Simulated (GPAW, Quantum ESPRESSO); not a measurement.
# Near-edge structure at the Ru L₃ edge of Ru (Ruthenium, P6_3/mmc)

Aim: the near-edge shape at the Ru L₃ edge of Ru (Ruthenium, P6_3/mmc), and what the core hole does to it.

Calculated with GPAW 26.7.0; X-ray absorption from dipole matrix elements to empty bands, plane-wave PAW PBE.

Most raw output is cut from this account.

### 1. The starting structure

The structure is hexagonal, space group P6_3/mmc (No. 194). The conventional cell has a = 2.706 Å, b = 2.706 Å, c = 4.282 Å, α = 90.00°, β = 90.00°, γ = 120.00°. Nearest to Ru lie 12 Ru at 2.65 to 2.71 Å.

### 2. Ground state of the crystal

A plain self-consistent run shows whether there is a gap, which decides the set-up of the core-hole run.

Contents of scf.py:

```python
import numpy as np
from ase import Atoms
from ase.parallel import parprint, paropen
from gpaw import GPAW, PW, FermiDirac, Mixer, MixerDif, setup_paths
from gpaw.test import gen
setup_paths.insert(0, '.')
gen('Ru', name='nch2p', xcname='PBE', corehole=(2, 1, 0), write_xml=True)
from gpaw.mpi import world
world.barrier()

atoms = Atoms('Ru2',
    cell=[[2.7058, 0, 0],
     [-1.3529, 2.34329154, 0],
     [0, 0, 4.2819]],
    scaled_positions=[[0.66666667, 0.33333333, 0.75],
     [0.33333333, 0.66666667, 0.25]],
    pbc=True)
atoms.calc = calc = GPAW(legacy_gpaw=True, mode=PW(500, force_complex_dtype=True), xc='PBE', setups={0: 'nch2p'},
    kpts={'size': (10, 10, 6), 'gamma': True}, occupations=FermiDirac(0.05),
    charge=0, mixer=Mixer(0.1, 5, 50), maxiter=150,
    convergence={'density': 0.0001, 'eigenstates': 1e-6}, txt='scf.txt')
energy = atoms.get_potential_energy() + calc.get_reference_energy()
ef = calc.get_fermi_level()
out = dict(energy=energy, fermi=ef, forces=atoms.get_forces().tolist())
parprint(f'all-electron energy {energy:.4f} eV, Fermi level {ef:.4f} eV')
ev = np.array([[calc.get_eigenvalues(k, s) for k in range(len(calc.get_ibz_k_points()))] for s in range(calc.get_number_of_spins())])
out['homo'], out['lumo'], out['counts'] = ev[ev < ef].max(), ev[ev > ef].min(), sorted(set((ev < ef).sum((0, 2)).tolist()))
out['filled'] = (ev[:, 0] < ef).sum(1).tolist()
import json
with paropen('out.json', 'w') as f:
    json.dump(out, f)
```

Launch:

```bash
> OMP_NUM_THREADS=1 mpirun -n 4 gpaw python scf.py
```

Run time: 9.3 s. Hardware: 4 MPI ranks of Arm Neoverse V2, shared host; peak memory 0.18 GiB; 37 s of CPU time.

The mesh shows no gap, so the system is treated as a metal and the core electron is put at the Fermi level (neutral cell).

### 3. Spectrum without a core hole, Ru atom 1

This cheap baseline ignores the attraction of the hole: it shows the absorber's empty states as they are in the ground state. The data set with a hole of occupation 0 only carries the core orbital.

The absorber has 6 Ru at 2.65 Å and 6 Ru at 2.71 Å (anticuboctahedral, as in hcp, site symmetry -6m2).

Contents of xas.py:

```python
import numpy as np
from ase import Atoms
from ase.parallel import parprint, paropen
from gpaw import GPAW, PW, FermiDirac, Mixer, MixerDif, setup_paths
from gpaw.test import gen
setup_paths.insert(0, '.')
gen('Ru', name='nch2p', xcname='PBE', corehole=(2, 1, 0), write_xml=True)
from gpaw.mpi import world
world.barrier()

atoms = Atoms('Ru2',
    cell=[[2.7058, 0, 0],
     [-1.3529, 2.34329154, 0],
     [0, 0, 4.2819]],
    scaled_positions=[[0.66666667, 0.33333333, 0.75],
     [0.33333333, 0.66666667, 0.25]],
    pbc=True)
atoms.calc = calc = GPAW(legacy_gpaw=True, mode=PW(500, force_complex_dtype=True), xc='PBE', setups={0: 'nch2p'},
    kpts={'size': (14, 14, 8), 'gamma': True}, occupations=FermiDirac(0.1),
    charge=0, mixer=Mixer(0.1, 5, 50), maxiter=150,
    convergence={'density': 0.0001, 'eigenstates': 1e-6}, txt='scf.txt')
energy = atoms.get_potential_energy() + calc.get_reference_energy()
ef = calc.get_fermi_level()
out = dict(energy=energy, fermi=ef, forces=atoms.get_forces().tolist())
parprint(f'all-electron energy {energy:.4f} eV, Fermi level {ef:.4f} eV')
ev = np.array([[calc.get_eigenvalues(k, s) for k in range(len(calc.get_ibz_k_points()))] for s in range(calc.get_number_of_spins())])
out['homo'], out['lumo'], out['counts'] = ev[ev < ef].max(), ev[ev > ef].min(), sorted(set((ev < ef).sum((0, 2)).tolist()))
out['filled'] = (ev[:, 0] < ef).sum(1).tolist()

from ase.units import Ha
from gpaw.xas import dipole_matrix_elements
nb = int(calc.get_number_of_electrons() / 2) + 30
top = nb
nscf = calc.fixed_density(kpts={'size': (9, 9, 5), 'gamma': True},
    convergence={'eigenstates': 1.0}, txt='nscf.txt')
nscf.diagonalize_full_hamiltonian(nbands=nb)
cell = atoms.cell.array
ops = [cell.T @ U.T @ np.linalg.inv(cell.T) for U in nscf.wfs.kd.symmetry.op_scc]
E = np.arange(-25, 34, 0.1)
fwhm = np.interp(E, [4, 25], [2, 3.5])
Y, X, zero, highest = 0, 0, 1e9, 1e9
for spin in range(nscf.get_number_of_spins()):
    wfs = nscf.wfs
    A = dipole_matrix_elements(wfs.setups[0])
    eps = np.zeros((wfs.kd.nibzkpts, nb))
    d = np.zeros((3, A.shape[1], wfs.kd.nibzkpts, nb), complex)
    for kpt in wfs.kpt_u:
        if kpt.s == spin and 0 in kpt.P_ani:
            eps[kpt.k] = kpt.eps_n * Ha
            d[:, :, kpt.k] = (kpt.weight * wfs.nspins / 2) ** 0.5 * np.inner(A, kpt.P_ani[0])
    world.sum(eps)
    world.sum(d)
    T = np.einsum('amkn,bmkn->abkn', d, d.conj()).real
    T = sum(np.einsum('ai,ijkn,bj->abkn', R, T, R) for R in ops) / len(ops)
    empty = eps > ef
    zero, highest = min(zero, eps[empty].min()), min(highest, eps[:, top - 1].min())
    lines = [(eps, T, empty)] if spin == 0 else lines + [(eps, T, empty)]
for eps, T, empty in lines:
    f = np.einsum('aakn->akn', T).reshape(3, -1)
    x = eps.ravel() - zero
    w = np.interp(x, E, fwhm) / 2.35482
    g = np.exp(-0.5 * ((E[:, None] - x) / w) ** 2) / (w * (2 * np.pi) ** 0.5)
    Y = Y + (f * empty.ravel()) @ g.T
    X = X + (f * ~empty.ravel()) @ g.T
out.update(E=E.round(2).tolist(), xas=Y.tolist(), xes=X.tolist(), zero=zero, valid=highest - zero, nk=len(eps), nb=nb)
for i in range(0, len(E), 10):
    parprint(f'{E[i]:7.2f}', *(f'{v:10.3e}' for v in Y[:, i]))
import json
with paropen('out.json', 'w') as f:
    json.dump(out, f)
```

Launch:

```bash
> OMP_NUM_THREADS=1 mpirun -n 4 gpaw python xas.py
```

Wall time 32 s (4 MPI ranks); peak memory 0.27 GiB; 2.2 min of CPU time.

The Ru L₃ spectrum, Ru atom 1, no core hole (energy from the lowest empty level; intensity scaled to a mean of 1 over the first 20 eV; polarised curves are means over the symmetry-equivalent atoms):

```
E (eV)  isotropic  ε ⊥ c  ε ∥ c
  -2.0       0.03   0.04   0.03
  -1.4       0.18   0.20   0.15
  -0.8       0.68   0.72   0.61
  -0.2       1.75   1.80   1.64
   0.4       3.15   3.19   3.09
   1.0       4.09   4.08   4.12
   1.6       3.86   3.82   3.94
   2.2       2.73   2.70   2.79
   2.8       1.59   1.58   1.60
   3.4       0.93   0.93   0.92
   4.0       0.65   0.65   0.65
   4.6       0.56   0.57   0.55
   5.2       0.53   0.54   0.51
   5.8       0.50   0.50   0.50
   6.4       0.46   0.45   0.49
   7.0       0.40   0.38   0.44
   7.6       0.33   0.31   0.37
   8.2       0.27   0.26   0.30
   8.8       0.27   0.26   0.29
   9.4       0.35   0.35   0.36
  10.0       0.50   0.50   0.48
  10.6       0.66   0.67   0.62
  11.2       0.77   0.78   0.73
  11.8       0.80   0.81   0.77
  12.4       0.78   0.78   0.77
  13.0       0.73   0.73   0.74
  13.6       0.71   0.71   0.71
  14.2       0.72   0.73   0.72
  14.8       0.77   0.79   0.75
  15.4       0.83   0.85   0.79
  16.0       0.85   0.87   0.80
  16.6       0.83   0.85   0.79
  17.2       0.79   0.79   0.77
  17.8       0.74   0.73   0.76
  18.4       0.69   0.67   0.73
  19.0       0.64   0.61   0.69
  19.6       0.57   0.55   0.62
  20.2       0.52   0.50   0.54
  20.8       0.47   0.47   0.48
  21.4       0.45   0.45   0.45
  22.0       0.45   0.45   0.44
  22.6       0.46   0.46   0.46
  23.2       0.47   0.47   0.48
  23.8       0.49   0.48   0.51
  24.4       0.50   0.49   0.53
  25.0       0.52   0.50   0.55
  25.6       0.54   0.52   0.57
  26.2       0.56   0.55   0.58
  26.8       0.58   0.58   0.59
  27.4       0.61   0.62   0.60
  28.0       0.63   0.65   0.60
  28.6       0.66   0.68   0.60
  29.2       0.67   0.70   0.61
  29.8       0.67   0.70   0.61
  30.4       0.65   0.67   0.61
  31.0       0.61   0.63   0.59
  31.6       0.57   0.57   0.57
```

Main maxima below 30 eV (height): 1.2 eV (4.16), 11.8 eV (0.80), 16.0 eV (0.85) and 29.4 eV (0.67). At an L edge the dipole rule selects empty d (and weakly s) states on the absorber, and the strong line at the onset measures the empty part of its d band.

The same matrix elements for filled bands give the Ru L₃ emission of Ru atom 1 (ground-state approximation; energy from the lowest empty level, largest value 1):

| E (eV) | emission |
| --- | --- |
| -24.00 | 0.00 |
| -23.25 | 0.00 |
| -22.50 | 0.00 |
| -21.75 | 0.00 |
| -21.00 | 0.00 |
| -20.25 | 0.00 |
| -19.50 | 0.00 |
| -18.75 | 0.00 |
| -18.00 | 0.00 |
| -17.25 | 0.00 |
| -16.50 | 0.00 |
| -15.75 | 0.00 |
| -15.00 | 0.00 |
| -14.25 | 0.00 |
| -13.50 | 0.00 |
| -12.75 | 0.00 |
| -12.00 | 0.00 |
| -11.25 | 0.00 |
| -10.50 | 0.00 |
| -9.75 | 0.00 |
| -9.00 | 0.00 |
| -8.25 | 0.00 |
| -7.50 | 0.03 |
| -6.75 | 0.13 |
| -6.00 | 0.33 |
| -5.25 | 0.54 |
| -4.50 | 0.67 |
| -3.75 | 0.77 |
| -3.00 | 0.90 |
| -2.25 | 1.00 |
| -1.50 | 0.94 |
| -0.75 | 0.70 |
| 0.00 | 0.36 |
| 0.75 | 0.12 |
| 1.50 | 0.02 |
| 2.25 | 0.00 |
| 3.00 | 0.00 |

Emission maxima: -2.2 eV (1.00).

### 4. Reference energy of the supercell

The photon energy needs a difference of total energies, so the cell and mesh of the coming hole run are first run without a hole.

scf.py, as its differences from that of step 2:

```diff
@@ -10,11 +10,25 @@
 
-atoms = Atoms('Ru2',
-    cell=[[2.7058, 0, 0],
-     [-1.3529, 2.34329154, 0],
-     [0, 0, 4.2819]],
-    scaled_positions=[[0.66666667, 0.33333333, 0.75],
-     [0.33333333, 0.66666667, 0.25]],
+atoms = Atoms('Ru16',
+    cell=[[0, -4.68658308, -4.2819],
+     [0, 4.68658308, -4.2819],
+     [5.4116, 0, 4.2819]],
+    scaled_positions=[[0.66666667, 0.83333333, 0.25],
+     [0.16666667, 0.33333333, 0.25],
+     [0.91666667, 0.08333333, 0.75],
+     [0.54166667, 0.20833333, 0.5],
+     [0.29166667, 0.95833333, 0],
+     [0.41666667, 0.58333333, 0.75],
+     [0.04166667, 0.70833333, 0.5],
+     [0.79166667, 0.45833333, 0],
+     [0.70833333, 0.04166667, 0],
+     [0.20833333, 0.54166667, 0],
+     [0.95833333, 0.29166667, 0.5],
+     [0.58333333, 0.41666667, 0.25],
+     [0.33333333, 0.16666667, 0.75],
+     [0.45833333, 0.79166667, 0.5],
+     [0.08333333, 0.91666667, 0.25],
+     [0.83333333, 0.66666667, 0.75]],
     pbc=True)
 atoms.calc = calc = GPAW(legacy_gpaw=True, mode=PW(500, force_complex_dtype=True), xc='PBE', setups={0: 'nch2p'},
-    kpts={'size': (10, 10, 6), 'gamma': True}, occupations=FermiDirac(0.05),
+    kpts={'size': (3, 3, 3), 'gamma': True}, occupations=FermiDirac(0.1),
     charge=0, mixer=Mixer(0.1, 5, 50), maxiter=150,
```

Launch:

```bash
> OMP_NUM_THREADS=1 mpirun -n 4 gpaw python scf.py
```

Elapsed: 3.2 min, on 4 MPI ranks; peak memory 0.46 GiB.

Reference energy: -1972073.179 eV with the cores included.

### 5. Spectrum with XCH, Ru atom 1

The holes are 6.3 Å apart. In GPAW the data set carries the hole's charge, so charge=0 means a charged cell and charge=-1 a neutral one. The excited electron is kept in the cell, where it fills the lowest empty states and screens the hole. After the field has converged, empty bands are computed with the density fixed and the dipole matrix elements are summed.

xas.py, as its differences from that of step 3:

```diff
@@ -6,3 +6,3 @@
 setup_paths.insert(0, '.')
-gen('Ru', name='nch2p', xcname='PBE', corehole=(2, 1, 0), write_xml=True)
+gen('Ru', name='fch2p', xcname='PBE', corehole=(2, 1, 1), write_xml=True)
 from gpaw.mpi import world
@@ -10,12 +10,26 @@
 
-atoms = Atoms('Ru2',
-    cell=[[2.7058, 0, 0],
-     [-1.3529, 2.34329154, 0],
-     [0, 0, 4.2819]],
-    scaled_positions=[[0.66666667, 0.33333333, 0.75],
-     [0.33333333, 0.66666667, 0.25]],
+atoms = Atoms('Ru16',
+    cell=[[0, -4.68658308, -4.2819],
+     [0, 4.68658308, -4.2819],
+     [5.4116, 0, 4.2819]],
+    scaled_positions=[[0.66666667, 0.83333333, 0.25],
+     [0.16666667, 0.33333333, 0.25],
+     [0.91666667, 0.08333333, 0.75],
+     [0.54166667, 0.20833333, 0.5],
+     [0.29166667, 0.95833333, 0],
+     [0.41666667, 0.58333333, 0.75],
+     [0.04166667, 0.70833333, 0.5],
+     [0.79166667, 0.45833333, 0],
+     [0.70833333, 0.04166667, 0],
+     [0.20833333, 0.54166667, 0],
+     [0.95833333, 0.29166667, 0.5],
+     [0.58333333, 0.41666667, 0.25],
+     [0.33333333, 0.16666667, 0.75],
+     [0.45833333, 0.79166667, 0.5],
+     [0.08333333, 0.91666667, 0.25],
+     [0.83333333, 0.66666667, 0.75]],
     pbc=True)
-atoms.calc = calc = GPAW(legacy_gpaw=True, mode=PW(500, force_complex_dtype=True), xc='PBE', setups={0: 'nch2p'},
-    kpts={'size': (14, 14, 8), 'gamma': True}, occupations=FermiDirac(0.1),
-    charge=0, mixer=Mixer(0.1, 5, 50), maxiter=150,
+atoms.calc = calc = GPAW(legacy_gpaw=True, mode=PW(500, force_complex_dtype=True), xc='PBE', setups={0: 'fch2p'},
+    kpts={'size': (3, 3, 3), 'gamma': True}, occupations=FermiDirac(0.1),
+    charge=-1, mixer=Mixer(0.1, 5, 50), maxiter=150,
     convergence={'density': 0.0001, 'eigenstates': 1e-6}, txt='scf.txt')
@@ -31,10 +45,9 @@
 from gpaw.xas import dipole_matrix_elements
-nb = int(calc.get_number_of_electrons() / 2) + 30
-top = nb
-nscf = calc.fixed_density(kpts={'size': (9, 9, 5), 'gamma': True},
-    convergence={'eigenstates': 1.0}, txt='nscf.txt')
-nscf.diagonalize_full_hamiltonian(nbands=nb)
+nb = int(calc.get_number_of_electrons() / 2) + 212
+top, nb = nb, nb + 8 + nb // 12
+nscf = calc.fixed_density(kpts={'size': (4, 4, 4), 'gamma': True}, nbands=nb,
+    convergence={'bands': top, 'eigenstates': 1e-5}, maxiter=60, txt='nscf.txt')
 cell = atoms.cell.array
 ops = [cell.T @ U.T @ np.linalg.inv(cell.T) for U in nscf.wfs.kd.symmetry.op_scc]
-E = np.arange(-25, 34, 0.1)
+E = np.arange(-6, 34, 0.1)
 fwhm = np.interp(E, [4, 25], [2, 3.5])
```

Launch:

```bash
> OMP_NUM_THREADS=1 mpirun -n 4 gpaw python xas.py
```

Elapsed: 14 min, on 4 MPI ranks; peak memory 1 GiB.

The Ru L₃ spectrum, Ru atom 1, excited-electron core hole (neutral cell) (energy from the lowest empty level; intensity scaled to a mean of 1 over the first 20 eV; polarised curves are means over the symmetry-equivalent atoms):

```csv
E (eV),isotropic,ε ⊥ c,ε ∥ c
-2.0,0.04,0.04,0.04
-1.0,0.57,0.59,0.53
0.0,2.52,2.54,2.47
1.0,3.95,3.92,4.02
2.0,2.46,2.43,2.54
3.0,0.94,0.93,0.94
4.0,0.59,0.60,0.57
5.0,0.54,0.54,0.53
6.0,0.48,0.47,0.49
7.0,0.42,0.40,0.45
8.0,0.33,0.31,0.37
9.0,0.33,0.32,0.35
10.0,0.58,0.59,0.56
11.0,0.88,0.90,0.83
12.0,0.92,0.93,0.91
13.0,0.84,0.83,0.84
14.0,0.82,0.83,0.82
15.0,0.92,0.94,0.89
16.0,0.96,0.98,0.91
17.0,0.89,0.90,0.88
18.0,0.81,0.79,0.84
19.0,0.70,0.67,0.76
20.0,0.59,0.57,0.62
21.0,0.52,0.52,0.52
22.0,0.51,0.52,0.50
23.0,0.54,0.54,0.55
24.0,0.57,0.56,0.60
25.0,0.60,0.59,0.64
26.0,0.65,0.63,0.67
27.0,0.70,0.70,0.69
28.0,0.74,0.76,0.69
29.0,0.77,0.80,0.70
30.0,0.75,0.78,0.69
31.0,0.69,0.70,0.67
32.0,0.60,0.59,0.62
```

Main maxima below 30 eV (height): 1.0 eV (3.95), 11.6 eV (0.94), 15.8 eV (0.96) and 29.2 eV (0.77). 

### 6. What the core hole does

Both curves are counted from their own zero, so only the shift of weight within the empty states shows.

```
E (eV)  no hole   XCH
  -2.0     0.03  0.04
  -1.0     0.46  0.57
   0.0     2.21  2.52
   1.0     4.09  3.95
   2.0     3.15  2.46
   3.0     1.31  0.94
   4.0     0.65  0.59
   5.0     0.54  0.54
   6.0     0.49  0.48
   7.0     0.40  0.42
   8.0     0.29  0.33
   9.0     0.29  0.33
  10.0     0.50  0.58
  11.0     0.74  0.88
  12.0     0.80  0.92
  13.0     0.73  0.84
  14.0     0.71  0.82
  15.0     0.79  0.92
  16.0     0.85  0.96
  17.0     0.80  0.89
  18.0     0.72  0.81
  19.0     0.64  0.70
  20.0     0.53  0.59
  21.0     0.46  0.52
  22.0     0.45  0.51
  23.0     0.47  0.54
  24.0     0.49  0.57
  25.0     0.52  0.60
  26.0     0.55  0.65
  27.0     0.59  0.70
  28.0     0.63  0.74
  29.0     0.67  0.77
  30.0     0.66  0.75
  31.0     0.61  0.69
  32.0     0.54  0.60
```

With each curve scaled to its own mean, the area from −2 to 6 eV with the hole is 11.8 against 12.7, and the centre of weight from −1 to 20 eV moves by +0.5 eV (first and strongest maxima below 20 eV: 1.2 eV (4.16), 11.8 eV (0.80) and 16.0 eV (0.85) without the hole, 1.0 eV (3.95), 11.6 eV (0.94) and 15.8 eV (0.96) with it); the shape changes all the same, by 15 % r.m.s.

### 7. Runs not followed above

These runs aren't followed: redraws of a spectrum that repeat one shown, runs with a planted fault or a state judged unsound, or a program's part that gave no sound spectrum.

| program | step | status | elapsed |
| --- | --- | --- | --- |
| Quantum ESPRESSO | ground state | converged | 6.6 s |
| Quantum ESPRESSO | no core hole | converged | 2.3 min |
| Quantum ESPRESSO | no core hole, redrawn | converged | 40 s |
| Quantum ESPRESSO | supercell ground state | converged | 8.1 min |
| Quantum ESPRESSO | core-hole potential | converged | 0.79 s |
| Quantum ESPRESSO | supercell with XCH | converged | 7.6 min |
| Quantum ESPRESSO | spectrum with XCH | timeout | 7.6 min |
| Quantum ESPRESSO | supercell with XCH | timeout | 3.8 min |

### 8. What came out

- absorber and edge: Ru L₃, atom 1 of the ground-state input (counted from 1)
- surroundings: 6 Ru at 2.65 Å and 6 Ru at 2.71 Å (anticuboctahedral, as in hcp, site symmetry -6m2)
- highest intensity below 24 eV: 1.0 eV above the zero, height 3.95

What this shows: The Ru L₃ edge of atom 1, with 6 Ru at 2.65 Å and 6 Ru at 2.71 Å (anticuboctahedral, as in hcp, site symmetry -6m2), has its highest intensity of the first 24 eV at 1.0 eV above the zero, 4.0 times the mean level of the first 20 eV (Gaussian full width 2 eV up to 4 eV, rising linearly to 3.5 eV at 25 eV). With each curve scaled to its own mean, the area from −2 to 6 eV with the hole is 11.8 against 12.7, and the centre of weight from −1 to 20 eV moves by +0.5 eV (first and strongest maxima below 20 eV: 1.2 eV (4.16), 11.8 eV (0.80) and 16.0 eV (0.85) without the hole, 1.0 eV (3.95), 11.6 eV (0.94) and 15.8 eV (0.96) with it); the shape changes all the same, by 15 % r.m.s. The same cell was also set up in Quantum ESPRESSO; that part failed, was judged unsound or used a data set known to give false states; its runs are listed without their results. 1 further run of this session is left out of this account as redundant. Only the L₃ part is meant: spin–orbit coupling of the core level isn't computed and the L₂ copy isn't added. The script folds with a Gaussian, whereas the core hole's own line is a Lorentzian, so the onset is too steep and the first peak too high. The holes are only 6.3 Å apart, so the shape is probably not converged with cell size; no larger cell was run here. The structure is a published determination, not relaxed.

[Logs are printed without paths, hosts, clocks, repeated set-up lines and the standing remarks that a program may print on its own settings, such as how far it seeks lower states.]

[Hosts, paths, dates, database ids (printed as entryN), source tags and the programs' standing remarks are cut or masked in the printed files.]

[Lists of maxima count a maximum above −3 eV only where it reaches 4 % of the highest in the window and stands out from its surroundings by 2 % of it (1.5 % where it reaches 55 %); shoulders and weaker maxima are passed over, and of the rest the first, up to two pre-edge ones and the few strongest are named.]
